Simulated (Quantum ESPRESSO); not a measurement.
## CaO (Lime): a mode Grüneisen parameter, worked out

By how much does an optical zone-centre mode of CaO (Lime) shift under hydrostatic pressure?

Main program and level: Quantum ESPRESSO 7.5; DFT PBE, scalar-relativistic, plane waves, GBRV ultrasoft pseudopotentials.

## 1. The relaxed structure

The structure is cubic, space group Fm-3m (No. 225). Conventional cell: a = 4.832 Å, b = 4.832 Å, c = 4.832 Å, α = 90.00°, β = 90.00°, γ = 90.00°. Nearest to Ca lie 6 O at 2.42 Å. Nearest to O lie 6 Ca at 2.42 Å. Farther neighbours and most contacts between anions are not listed.

This is the cell after its relaxation at this level of theory, not the database cell from which that began.

## 2. Runs at several volumes

The relaxed cell is scaled uniformly; in this structure symmetry fixes all atoms, so nothing has to be relaxed anew. Each volume gets a ground state and a response at Γ. The mode followed is the highest one without the macroscopic field, of symmetry T1u; longitudinal polar modes lie higher. Cutoff 55 Ry, k mesh 8×8×8.

From the response at V/V₀ = 0.94:

What it wrote:

```text
[banners, grids, parts of the stress and lines that vanish by symmetry left out]
Program PHONON v.7.5
     Reading xml data from directory:

[...]
Exchange-correlation= PBE
                           (   1   4   3   4   0   0   0)
[...]
kinetic-energy cut-off    =      55.0000  Ry
     charge density cut-off    =     440.0000  Ry
     convergence threshold     =      1.0E-18
[...]
Exchange-correlation= PBE
                           (   1   4   3   4   0   0   0)
[...]
q = (   0.0000000   0.0000000   0.0000000 )
     49 Sym.Ops. (with q -> -q+G )
     G cutoff =  891.6430  (  27941 G-vectors)     FFT grid: ( 45, 45, 45)
     G cutoff =  445.8215  (   9841 G-vectors)  smooth grid: ( 30, 30, 30)
     number of k points=    29
[...]
Mode symmetry, O_h (m-3m)  point group:
[...]
Dielectric constant
[...]
End of electric fields calculation
          Dielectric constant in cartesian axis
          (       3.803043003       0.000000000       0.000000000 )
          (       0.000000000       3.803043003      -0.000000000 )
          (       0.000000000      -0.000000000       3.803043003 )
          Effective charges (d Force / dE) in cartesian axis without acoustic sum rule applied (asr)
           atom    1  Ca    Mean Z*:        2.37299
      Ex  (        2.37299       -0.00000       -0.00000 )
      Ey  (       -0.00000        2.37299        0.00000 )
      Ez  (       -0.00000        0.00000        2.37299 )
           atom    2  O     Mean Z*:       -2.37171
      Ex  (       -2.37171        0.00000        0.00000 )
      Ey  (        0.00000       -2.37171       -0.00000 )
      Ez  (        0.00000       -0.00000       -2.37171 )
          Effective charges Sum: Mean:        0.00128
[...]
Effective charges (d Force / dE) in cartesian axis with asr applied:
           atom    1  Ca    Mean Z*:        2.37235
[...]
atom    2  O     Mean Z*:       -2.37235
[...]
Representation #   1 modes #   1   2   3
[...]
End of self-consistent calculation
     Convergence has been achieved
     Representation #   2 modes #   4   5   6
[...]
End of self-consistent calculation
     Convergence has been achieved
[...]
Dielectric constant in cartesian axis
          (       3.803043003       0.000000000       0.000000000 )
          (       0.000000000       3.803043003      -0.000000000 )
          (       0.000000000      -0.000000000       3.803043003 )
          Effective charges (d Force / dE) in cartesian axis without acoustic sum rule applied (asr)
           atom    1  Ca    Mean Z*:        2.37299
      Ex  (        2.37299       -0.00000       -0.00000 )
      Ey  (       -0.00000        2.37299        0.00000 )
      Ez  (       -0.00000        0.00000        2.37299 )
           atom    2  O     Mean Z*:       -2.37171
      Ex  (       -2.37171        0.00000        0.00000 )
      Ey  (        0.00000       -2.37171       -0.00000 )
      Ez  (        0.00000       -0.00000       -2.37171 )
          Effective charges Sum: Mean:        0.00128
[...]
Effective charges (d Force / dE) in cartesian axis with asr applied:
           atom    1  Ca    Mean Z*:        2.37235
[...]
atom    2  O     Mean Z*:       -2.37235
[...]
q = (    0.000000000   0.000000000   0.000000000 )
[...]
freq (    1) =      -0.005401 [THz] =      -0.180152 [cm-1]
     freq (    2) =      -0.005401 [THz] =      -0.180152 [cm-1]
     freq (    3) =      -0.005401 [THz] =      -0.180152 [cm-1]
     freq (    4) =       8.996005 [THz] =     300.074441 [cm-1]
     freq (    5) =       8.996005 [THz] =     300.074441 [cm-1]
     freq (    6) =       8.996005 [THz] =     300.074441 [cm-1]
[...]
Mode symmetry, O_h (m-3m)  point group:
     freq (   1-   3) =         -0.2  [cm-1]   --> T_1u G_15  G_4- I
     freq (   4-   6) =        300.1  [cm-1]   --> T_1u G_15  G_4- I

   JOB DONE.
```

One volume, V/V₀ = 0.97, is held back as a test.

```tsv
V/V₀	volume (Å³/atom)	pressure (GPa)	ω (cm⁻¹)
0.94	13.254	7.37	300.07
0.97	13.677	3.34	held back
1	14.100	-0.10	255.79
1.03	14.523	-3.02	234.36
1.06	14.946	-5.51	213.31
```

## 3. The fit

The mode Grüneisen parameter is γ = −d ln ω / d ln V.

```tsv
ln(V/V₀)	ln ω
-0.0619	5.7040
0.0000	5.5444
0.0296	5.4569
0.0583	5.3627
```

A straight line through these points has the slope -2.817, so γ = 2.82; at V/V₀ = 0.97 it predicts ω = exp(5.5353 + 0.0858) = 276.19 cm⁻¹.

A parabola of pressure against ln V through V/V₀ = 0.97, 1 and 1.03 gives the bulk modulus B = −dP/d ln V = 106 GPa at V₀. With ω₀ from the fitted line the pressure coefficient follows as dω/dP = γ ω₀ / B = 2.82 × 253.5 / 106 = 6.76 cm⁻¹/GPa.

## 4. The run that was held back

What it wrote:

```text
[banners, grids, parts of the stress and lines that vanish by symmetry left out]
[banner, memory and clock lines left out]
Program PHONON v.7.5

[...]
Exchange-correlation= PBE
                           (   1   4   3   4   0   0   0)
[...]
kinetic-energy cut-off    =      55.0000  Ry
     charge density cut-off    =     440.0000  Ry
     convergence threshold     =      1.0E-18
[...]
Exchange-correlation= PBE
                           (   1   4   3   4   0   0   0)
[...]
q = (   0.0000000   0.0000000   0.0000000 )
     49 Sym.Ops. (with q -> -q+G )
     G cutoff =  910.5146  (  28763 G-vectors)     FFT grid: ( 45, 45, 45)
     G cutoff =  455.2573  (  10081 G-vectors)  smooth grid: ( 32, 32, 32)
     number of k points=    29
[...]
Mode symmetry, O_h (m-3m)  point group:
[...]
Dielectric constant
[...]
End of electric fields calculation
          Dielectric constant in cartesian axis
          (       3.787490926      -0.000000000      -0.000000000 )
          (      -0.000000000       3.787490926      -0.000000000 )
          (      -0.000000000       0.000000000       3.787490926 )
          Effective charges (d Force / dE) in cartesian axis without acoustic sum rule applied (asr)
           atom    1  Ca    Mean Z*:        2.36188
      Ex  (        2.36188       -0.00000        0.00000 )
      Ey  (       -0.00000        2.36188        0.00000 )
      Ez  (        0.00000        0.00000        2.36188 )
           atom    2  O     Mean Z*:       -2.36055
      Ex  (       -2.36055       -0.00000       -0.00000 )
[...]
Representation #   1 modes #   1   2   3
[...]
End of self-consistent calculation
     Convergence has been achieved
     Representation #   2 modes #   4   5   6
[...]
End of self-consistent calculation
     Convergence has been achieved
[...]
Dielectric constant in cartesian axis
          (       3.787490926      -0.000000000      -0.000000000 )
          (      -0.000000000       3.787490926      -0.000000000 )
          (      -0.000000000       0.000000000       3.787490926 )
          Effective charges (d Force / dE) in cartesian axis without acoustic sum rule applied (asr)
           atom    1  Ca    Mean Z*:        2.36188
      Ex  (        2.36188       -0.00000        0.00000 )
      Ey  (       -0.00000        2.36188        0.00000 )
      Ez  (        0.00000        0.00000        2.36188 )
           atom    2  O     Mean Z*:       -2.36055
      Ex  (       -2.36055       -0.00000       -0.00000 )
      Ey  (       -0.00000       -2.36055        0.00000 )
      Ez  (       -0.00000        0.00000       -2.36055 )
          Effective charges Sum: Mean:        0.00133
[...]
Effective charges (d Force / dE) in cartesian axis with asr applied:
           atom    1  Ca    Mean Z*:        2.36122
[...]
atom    2  O     Mean Z*:       -2.36122
[...]
q = (    0.000000000   0.000000000   0.000000000 )
[...]
freq (    1) =       0.023772 [THz] =       0.792945 [cm-1]
     freq (    2) =       0.023772 [THz] =       0.792945 [cm-1]
     freq (    3) =       0.023772 [THz] =       0.792945 [cm-1]
     freq (    4) =       8.324123 [THz] =     277.662869 [cm-1]
     freq (    5) =       8.324123 [THz] =     277.662869 [cm-1]
     freq (    6) =       8.324123 [THz] =     277.662869 [cm-1]
[...]
Mode symmetry, O_h (m-3m)  point group:
     freq (   1-   3) =          0.8  [cm-1]   --> T_1u G_15  G_4- I
     freq (   4-   6) =        277.7  [cm-1]   --> T_1u G_15  G_4- I
```

It gives 277.66 cm⁻¹ against the predicted 276.19 cm⁻¹, a miss of 1 cm⁻¹.

## 5. What came out

```yaml
mode_grueneisen_parameter: 2.817
bulk_modulus: 106 GPa
pressure_coefficient: 6.76 cm⁻¹/GPa
```

**Reading.** The highest optical mode of CaO (Lime) without the LO-TO term stiffens by 6.76 cm⁻¹ a GPa near the relaxed volume, with γ = 2.82. The power law meets all 5 runs within 0.91 %; between neighbouring volumes γ runs from 2.47 to 3.28. Such a coefficient turns a measured shift of this mode into a hydrostatic stress; uniaxial or biaxial stress splits the mode and needs deformation potentials. These are harmonic values at zero temperature for the structure held cubic, which a run at Γ can't show to be stable; the bulk modulus rests on three points.

[Host names and launcher messages were left out of these logs when they were recorded.]

[Logs are printed without paths, hosts, clocks, repeated set-up lines and the standing remarks that a program may print on its own settings, such as how far it seeks lower states.]

[Hosts, paths, dates, database ids (printed as entryN), source tags and the programs' standing remarks are cut or masked in the printed files.]
